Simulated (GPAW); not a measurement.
Consider CuSi2P3 (P3m1).

```
Cu P Si
1.0
     3.73199    0.00000    0.00000
    -1.86599    3.23200    0.00000
     0.00000    0.00000    9.08557
Cu P Si
1 3 2
Direct
  0.33333 0.66667 0.73699
  0.00000 0.00000 0.67048
  0.66667 0.33333 0.33468
  0.33333 0.66667 0.99173
  0.00000 0.00000 0.43280
  0.66667 0.33333 0.08331
```

Absorber: atom 1, with 3 P at 2.24 Å and 1 P at 2.31 Å (distorted tetrahedral, site symmetry 3m). Method: GPAW, LDA, excited-electron core hole (neutral cell), 24-atom cell with 7.5 Å between holes, 3×3×2 k points, dipole transitions, Gaussian full width 1.55 eV up to 4 eV, rising linearly to 3.5 eV at 25 eV.

Q: Predict the near-edge structure at the Cu K edge.

Main maxima up to 28 eV above the zero (height): 6.0 eV (1.26), 9.6 eV (1.07), 14.2 eV (1.33) and 19.4 eV (1.39). A K edge sees empty p states on the absorber. The total-energy difference is 8991.42 eV. One term is added: -29.79 eV, since the hole is spin-paired here and a spin-polarised one costs that much less in the free atom (computed apart). The photon energy is then 8961.63 eV. The tabulated edge of the element is 8979 eV. The functional leaves an error in such absolute values: in the free atom LDA prices this hole 18.3 eV below PBE (computed apart), and PBE is itself good to a few eV.

The Cu K spectrum (energy from the lowest empty level; intensity scaled to a mean of 1 over the first 20 eV; polarised curves are means over the symmetry-equivalent atoms):

| E (eV) | isotropic | ε ⊥ c | ε ∥ c |
| --- | --- | --- | --- |
| -2.0 | 0.00 | 0.00 | 0.00 |
| -1.5 | 0.00 | 0.01 | 0.00 |
| -1.0 | 0.02 | 0.03 | 0.01 |
| -0.5 | 0.08 | 0.09 | 0.04 |
| 0.0 | 0.15 | 0.18 | 0.10 |
| 0.5 | 0.22 | 0.24 | 0.19 |
| 1.0 | 0.28 | 0.27 | 0.31 |
| 1.5 | 0.36 | 0.32 | 0.44 |
| 2.0 | 0.44 | 0.38 | 0.57 |
| 2.5 | 0.47 | 0.38 | 0.65 |
| 3.0 | 0.49 | 0.37 | 0.72 |
| 3.5 | 0.58 | 0.43 | 0.87 |
| 4.0 | 0.74 | 0.59 | 1.06 |
| 4.5 | 0.90 | 0.77 | 1.15 |
| 5.0 | 1.05 | 0.96 | 1.21 |
| 5.5 | 1.20 | 1.14 | 1.31 |
| 6.0 | 1.26 | 1.22 | 1.32 |
| 6.5 | 1.16 | 1.17 | 1.15 |
| 7.0 | 1.01 | 1.04 | 0.94 |
| 7.5 | 0.90 | 0.93 | 0.84 |
| 8.0 | 0.90 | 0.91 | 0.87 |
| 8.5 | 0.97 | 0.97 | 0.96 |
| 9.0 | 1.04 | 1.04 | 1.03 |
| 9.5 | 1.07 | 1.07 | 1.06 |
| 10.0 | 1.06 | 1.06 | 1.06 |
| 10.5 | 1.01 | 1.00 | 1.05 |
| 11.0 | 0.96 | 0.91 | 1.04 |
| 11.5 | 0.93 | 0.87 | 1.06 |
| 12.0 | 0.96 | 0.89 | 1.10 |
| 12.5 | 1.05 | 0.99 | 1.18 |
| 13.0 | 1.17 | 1.13 | 1.26 |
| 13.5 | 1.27 | 1.26 | 1.31 |
| 14.0 | 1.32 | 1.33 | 1.32 |
| 14.5 | 1.32 | 1.33 | 1.30 |
| 15.0 | 1.29 | 1.30 | 1.26 |
| 15.5 | 1.25 | 1.27 | 1.23 |
| 16.0 | 1.23 | 1.25 | 1.20 |
| 16.5 | 1.23 | 1.26 | 1.17 |
| 17.0 | 1.26 | 1.31 | 1.16 |
| 17.5 | 1.30 | 1.36 | 1.16 |
| 18.0 | 1.34 | 1.42 | 1.18 |
| 18.5 | 1.37 | 1.44 | 1.21 |
| 19.0 | 1.38 | 1.44 | 1.27 |
| 19.5 | 1.38 | 1.41 | 1.34 |
| 20.0 | 1.38 | 1.36 | 1.40 |
| 20.5 | 1.36 | 1.33 | 1.44 |
| 21.0 | 1.35 | 1.30 | 1.45 |
| 21.5 | 1.34 | 1.29 | 1.44 |
| 22.0 | 1.33 | 1.28 | 1.42 |
| 22.5 | 1.32 | 1.28 | 1.40 |
| 23.0 | 1.31 | 1.27 | 1.38 |
| 23.5 | 1.29 | 1.25 | 1.35 |
| 24.0 | 1.26 | 1.22 | 1.33 |
| 24.5 | 1.23 | 1.19 | 1.30 |
| 25.0 | 1.19 | 1.15 | 1.27 |
| 25.5 | 1.16 | 1.12 | 1.24 |
| 26.0 | 1.14 | 1.10 | 1.22 |
| 26.5 | 1.11 | 1.08 | 1.19 |
| 27.0 | 1.10 | 1.06 | 1.17 |
| 27.5 | 1.08 | 1.05 | 1.15 |
| 28.0 | 1.08 | 1.05 | 1.15 |
| 28.5 | 1.10 | 1.06 | 1.17 |
| 29.0 | 1.13 | 1.09 | 1.20 |

The script folds with a Gaussian, whereas the core hole's own line is a Lorentzian, so the onset is too steep and the first peak too high. The mesh is coarse (0.35 Å⁻¹ between points), so small maxima may be mesh ripples. Lifetime broadening is put in by hand, and intensities beyond about 20 eV depend on it and on the partial waves. The structure is a computed Materials Project entry and may be a hypothetical form.

[Banner, clock and machine lines of the logs are left out without a mark of their own.]

[Logs are printed without paths, hosts, clocks, repeated set-up lines and the standing remarks that a program may print on its own settings, such as how far it seeks lower states.]

[Hosts, paths, dates, database ids (printed as entryN), source tags and the programs' standing remarks are cut or masked in the printed files.]

[Lists of maxima count a maximum above −3 eV only where it reaches 4 % of the highest in the window and stands out from its surroundings by 2 % of it (1.5 % where it reaches 55 %); shoulders and weaker maxima are passed over, and of the rest the first, up to two pre-edge ones and the few strongest are named.]
